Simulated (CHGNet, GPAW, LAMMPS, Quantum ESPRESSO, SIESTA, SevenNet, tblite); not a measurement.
## Running amorphous Ge (75 atoms) with tblite

Wanted: tblite inputs and outputs for amorphous Ge (75 atoms), checked against a plane-wave reference.

Method: the method is named at each step, in tblite 0.8.0.

### 1. The structure

The cell holds 75 atoms: 75 Ge. Its edges and angles: a = 12.122 Å, b = 12.122 Å, c = 12.122 Å, α = 90.0°, β = 90.0°, γ = 90.0°. 75 atoms (75 Ge) placed at random at 5.08 g/cm³, melted at 3500 K for 10 ps at fixed volume with the Tersoff potential (Tersoff, Phys. Rev. B 39, 5566 (1989)). Quenched from 3500 K to 700 K at 20 K/ps and fixed volume, held 5 ps.

The yardstick, on the same geometry:

```
method                 : Kohn-Sham DFT, PBE, SSSP efficiency 1.3.0 pseudopotentials, plane waves (Quantum ESPRESSO 7.5); sssp-pbe-1.3.0-efficiency, cutoffs 45/360 Ry, Γ point
r.m.s. force component : 0.55 eV/Å
longest force          : 1.906 eV/Å
pressure               : 1.698 GPa
time                   : 5.9 min on 4 MPI ranks of Arm Neoverse V2, shared host
CPU time               : 24 min
```

### 2. GFN1-xTB

Method: GFN1-xTB tight binding, diagonalisation.

File run.py:

```python
import numpy as np
from ase.io import read
from tblite.ase import TBLite

atoms = read("structure.xyz")
atoms.calc = TBLite(method="GFN1-xTB", electronic_temperature=580, accuracy=1.0, max_iterations=250, mixer_damping=0.1, verbosity=1)
energy = atoms.get_potential_energy()
forces = atoms.get_forces()
print(f"energy {energy:.6f} eV")
print("forces (eV/A)")
for i, (a, f) in enumerate(zip(atoms, forces)):
    print(f"{i:4d} {a.symbol:2s} {f[0]:10.5f} {f[1]:10.5f} {f[2]:10.5f}")
stress = -atoms.get_stress(voigt=False) * 160.21766
print("stress (GPa, compression positive)")
for row in stress:
    print(" ".join(f"{x:10.4f}" for x in row))
print("charges (e)")
print(np.array2string(atoms.get_charges(), precision=4, suppress_small=True, max_line_width=110, threshold=100000))
```

File structure.xyz:

```xyz
75
Lattice="12.12210 0.00000 0.00000 0.00000 12.12210 0.00000 0.00000 0.00000 12.12210" Properties=species:S:1:pos:R:3 pbc="T T T"
Ge 9.53803 9.85102 3.09441
Ge 10.96832 2.89597 5.63896
Ge 7.95028 0.98735 11.11063
Ge 10.24669 12.03906 1.45441
Ge 8.70767 1.67952 7.73960
Ge 3.80755 5.46937 0.99316
Ge 8.81083 11.13088 9.84024
Ge 6.74498 7.44212 5.29954
Ge 5.04061 0.64005 0.94237
Ge 7.58504 1.50363 3.66451
Ge 3.88756 4.87114 3.47092
Ge 1.90038 9.77744 0.92067
Ge 10.95826 2.30817 0.80345
Ge 11.98464 5.06340 8.81374
Ge 5.52525 0.83485 4.93624
Ge 8.04495 4.09412 7.83039
Ge 2.73766 9.35656 7.10767
Ge 3.72924 8.54657 3.63796
Ge 5.79000 7.27096 10.18523
Ge 3.76658 0.75315 3.17066
Ge 4.53415 10.35252 0.35203
Ge 4.22176 5.55253 9.08551
Ge 10.25130 9.26056 6.76086
Ge 1.36665 11.43381 6.85093
Ge 1.83698 7.41376 0.49725
Ge 10.97923 1.26979 9.05703
Ge 5.68684 5.20450 4.96206
Ge 4.96945 9.10539 5.64393
Ge 0.57544 1.47017 10.98190
Ge 6.41332 0.81315 8.95435
Ge 1.63842 8.23369 10.17868
Ge 0.11019 2.93488 7.68650
Ge 10.51180 6.58521 4.41305
Ge 9.63513 2.68129 10.79521
Ge 9.34432 8.83253 11.15379
Ge 7.98955 8.28776 7.35593
Ge 1.43295 7.36587 6.21209
Ge 5.51750 4.32529 7.30708
Ge 12.00694 5.70042 0.52125
Ge 0.09734 11.16276 12.03894
Ge 2.49024 1.62072 7.59159
Ge 11.27525 10.92601 8.50499
Ge 8.80658 10.59593 5.33663
Ge 9.88181 6.27755 11.90790
Ge 11.09912 6.65140 7.00160
Ge 5.04073 1.89468 6.98972
Ge 2.47776 2.78905 3.59735
Ge 11.19646 0.55701 3.61505
Ge 9.38105 0.96953 5.37748
Ge 8.11526 5.67169 1.68631
Ge 1.05377 4.03339 11.10748
Ge 2.12343 6.52339 3.96332
Ge 0.73872 11.04360 4.50251
Ge 6.76413 10.48307 8.33891
Ge 8.53760 7.48928 3.30958
Ge 5.99595 6.47744 0.38973
[... 15 atom lines left out ...]
Ge 5.56477 8.55214 1.68218
Ge 5.21408 9.66071 10.27275
Ge 7.60298 4.13339 3.80101
Ge 9.46615 4.79926 5.77885
```

On the command line:

```sh
$ OMP_NUM_THREADS=1 python run.py > output.txt
```

Output:

```text
------------------------------------------------------------
  cycle        total energy    energy error   density error
------------------------------------------------------------
      1     -121.2798014391  -1.2112101E+02   3.4873693E-01
      2     -125.6189080602  -4.3391066E+00   2.3427964E-01
      3     -125.8836355032  -2.6472744E-01   2.0101521E-01
      4     -126.2124865041  -3.2885100E-01   1.8161946E-01
      5     -126.1141111810   9.8375323E-02   8.0436739E-02
      6     -126.4614309286  -3.4731975E-01   1.7083305E-02
      7     -126.4802340965  -1.8803168E-02   9.8914024E-03
      8     -126.4816656496  -1.4315531E-03   7.8975042E-03
      9     -126.4833971273  -1.7314776E-03   5.3772818E-03
     10     -126.4838422865  -4.4515927E-04   1.9993218E-03
     11     -126.4839654207  -1.2313416E-04   1.5621714E-03
     12     -126.4839989153  -3.3494606E-05   1.3979127E-03
     13     -126.4839935213   5.3939436E-06   9.9593015E-04
     14     -126.4840006301  -7.1087481E-06   5.9125520E-04
     15     -126.4840070673  -6.4371856E-06   5.0509048E-04
     16     -126.4840069429   1.2434261E-07   4.3448141E-04
     17     -126.4840086051  -1.6621913E-06   2.1078330E-04
     18     -126.4840098441  -1.2389604E-06   7.7965406E-05
     19     -126.4840098670  -2.2950829E-08   6.4060479E-05
     20     -126.4840097698   9.7230483E-08   4.8130781E-05
     21     -126.4840098829  -1.1306422E-07   1.7087526E-05
------------------------------------------------------------
 total:                                   6.881 sec
energy -3441.805219 eV
forces (eV/A)
   0 Ge    0.03026   -0.32207   -0.12734
   1 Ge    0.34524    0.29077   -0.44341
   2 Ge   -0.00510    0.16356   -1.05977
   3 Ge    0.41373   -0.03056   -0.39205
   4 Ge   -0.23563   -0.15224    0.54966
   5 Ge    0.38464    0.02069   -0.45390
   6 Ge   -0.22174   -0.32389   -0.27052
   7 Ge    0.41878    0.08402   -0.01702
   8 Ge   -0.00223   -0.35279   -0.03160
   9 Ge   -0.17995    0.52307    0.15525
  10 Ge   -1.14217   -0.33566   -0.65425
  11 Ge    0.29431    1.10541   -0.04839
  12 Ge   -0.03965    0.14942   -0.48625
  13 Ge   -0.02284   -0.35849    0.58691
  14 Ge    0.20869    0.31138   -0.88514
  15 Ge   -0.21233   -0.29815   -0.65458
  16 Ge    0.37660    0.28910   -0.36611
  17 Ge    0.44024    0.01221   -0.26197
  18 Ge    0.11780   -0.42973   -0.03923
  19 Ge   -0.00863   -0.01952   -0.22812
  20 Ge   -0.55885    0.01257    0.32014
  21 Ge    0.23755   -0.01250    0.18322
  22 Ge   -0.07975    0.31683    0.66502
  23 Ge    0.16631    0.15833   -0.09094
[...]
67 Ge    0.23472   -0.35226    0.14408
  68 Ge   -0.20478   -0.14033    0.85973
  69 Ge    0.75643   -0.46177   -0.03879
  70 Ge    0.02138    0.19861    0.18706
  71 Ge   -0.01267    0.52515    0.10176
  72 Ge   -0.06682    0.06767   -0.89650
  73 Ge    0.28243   -0.20530    0.03971
  74 Ge   -0.57105   -0.37716   -0.00541
stress (GPa, compression positive)
    1.5183    -0.0041     0.7497
   -0.0041     1.4103    -1.0413
    0.7497    -1.0413     2.4556
charges (e)
[-0.0638 -0.0043  0.0054  0.042   0.0539  0.0342  0.0912 -0.0003 -0.0177 -0.014   0.0484 -0.0082  0.0494
 -0.0066 -0.0526 -0.0202 -0.0015  0.0209  0.0055  0.074  -0.0166  0.0255 -0.078   0.0211  0.0133  0.003
 -0.0079 -0.0633  0.0283  0.0239 -0.0284 -0.0606  0.0225 -0.035  -0.0172  0.031  -0.048  -0.0091 -0.0636
 -0.0467 -0.0115  0.0106  0.044   0.0525  0.1395  0.0316 -0.2341  0.0774 -0.0606 -0.0094  0.0453 -0.0107
 -0.0387  0.0051  0.0133 -0.0946  0.0113  0.0523 -0.0377  0.037   0.0305  0.0083  0.091   0.0011 -0.0638
  0.0161 -0.0321 -0.0498  0.0274  0.0085  0.113  -0.0542 -0.0598  0.0102  0.0009]
```

Run time: 7.4 s. Hardware: 1 thread of Arm Neoverse V2, shared host; peak memory 0.15 GiB.

Banners, paths, timers and routine set-up lines are dropped from the logs unmarked, and long logs keep their key lines alone; longer cuts are marked.

Against the reference:

* r.m.s. force component: 0.3999 eV/Å
* r.m.s. difference of force components: 243.9 meV/Å
* longest difference of force vectors: 867.9 meV/Å
* force difference over r.m.s. force: 44.34 %
* slope of forces against the reference's: 0.6661
* correlation of force components: 0.916
* pressure: 1.795 GPa
* pressure difference: 0.0967 GPa

Local excerpt of 10 atoms (numbers count through the whole input) about Ge45, picked at random; x, y, z are measured from there.

```
atom      x      y      z  distance (Å)  bonds  Mulliken charge (e)     Fx     Fy  Fz (eV/Å)
Ge45   0.00   0.00   0.00          0.00      5                 0.14   0.25   0.34      -0.47
Ge14   0.89  -1.59   1.81          2.57      5                -0.01  -0.02  -0.36       0.59
Ge33  -0.59  -0.07  -2.59          2.66      5                 0.02   0.47  -0.04      -0.40
Ge37   2.46   0.71  -0.79          2.68      5                -0.05  -0.27  -0.12       0.14
Ge23  -0.85   2.61  -0.24          2.75      5                -0.08  -0.08   0.32       0.67
Ge75  -1.63  -1.85  -1.22          2.76      5                 0.00  -0.57  -0.38      -0.01
Ge63   0.52   2.25  -2.24          3.22      5                 0.09   0.00  -0.06      -0.29
Ge58   3.02  -0.24   1.45          3.36      4                 0.05  -0.22   0.36       0.02
Ge36  -3.11   1.64   0.35          3.53      4                 0.03   0.03   0.18      -0.30
Ge60  -1.71  -1.63   2.63          3.54      5                 0.04   0.54   0.14       0.65
```

Atoms are counted from 1 here, from 0 in the log.

Forces lie 44 % from the reference's, at 0.0052 times its CPU time (on 1 against 4 cores).

### 3. Outcome

| Property | Result |
| --- | --- |
| force difference from the reference | tblite GFN1-xTB, 44 % |
| its CPU time | 7.4 s |

Tight binding differs by 44 % (tblite GFN1-xTB); it is another model, with fitted parameters of its own, and the xTB methods hold dispersion. One electronic-structure run takes under half the reference's CPU time: tblite GFN1-xTB, at 44 % in 7.4 s against 24 min. Periodic xTB results under one method name differ between programs and library versions. The reference's pressure holds the uncorrected Pulay stress of its 45 Ry basis, so small pressure differences, and their order, may be the reference's own error. The quench rate of 20 K/ps is many orders above laboratory rates, so the cell is likely richer in defects and strain than a real sample. The network of bonds at the start is that of the classical potential that made the cell, and needn't be the one that DFT or experiment would give. The electronic-structure runs sample only Γ, in a cell whose shortest periodic width is 12 Å, which is coarse for a cell with partly filled levels.

[Also dropped from logs without a mark: logging warnings of Python, and SIESTA's first energy breakdown and zero terms.]

[Logs are printed without paths, hosts, clocks, repeated set-up lines and the standing remarks that a program may print on its own settings, such as how far it seeks lower states.]

[Hosts, paths, dates, database ids (printed as entryN), source tags and the programs' standing remarks are cut or masked in the printed files.]
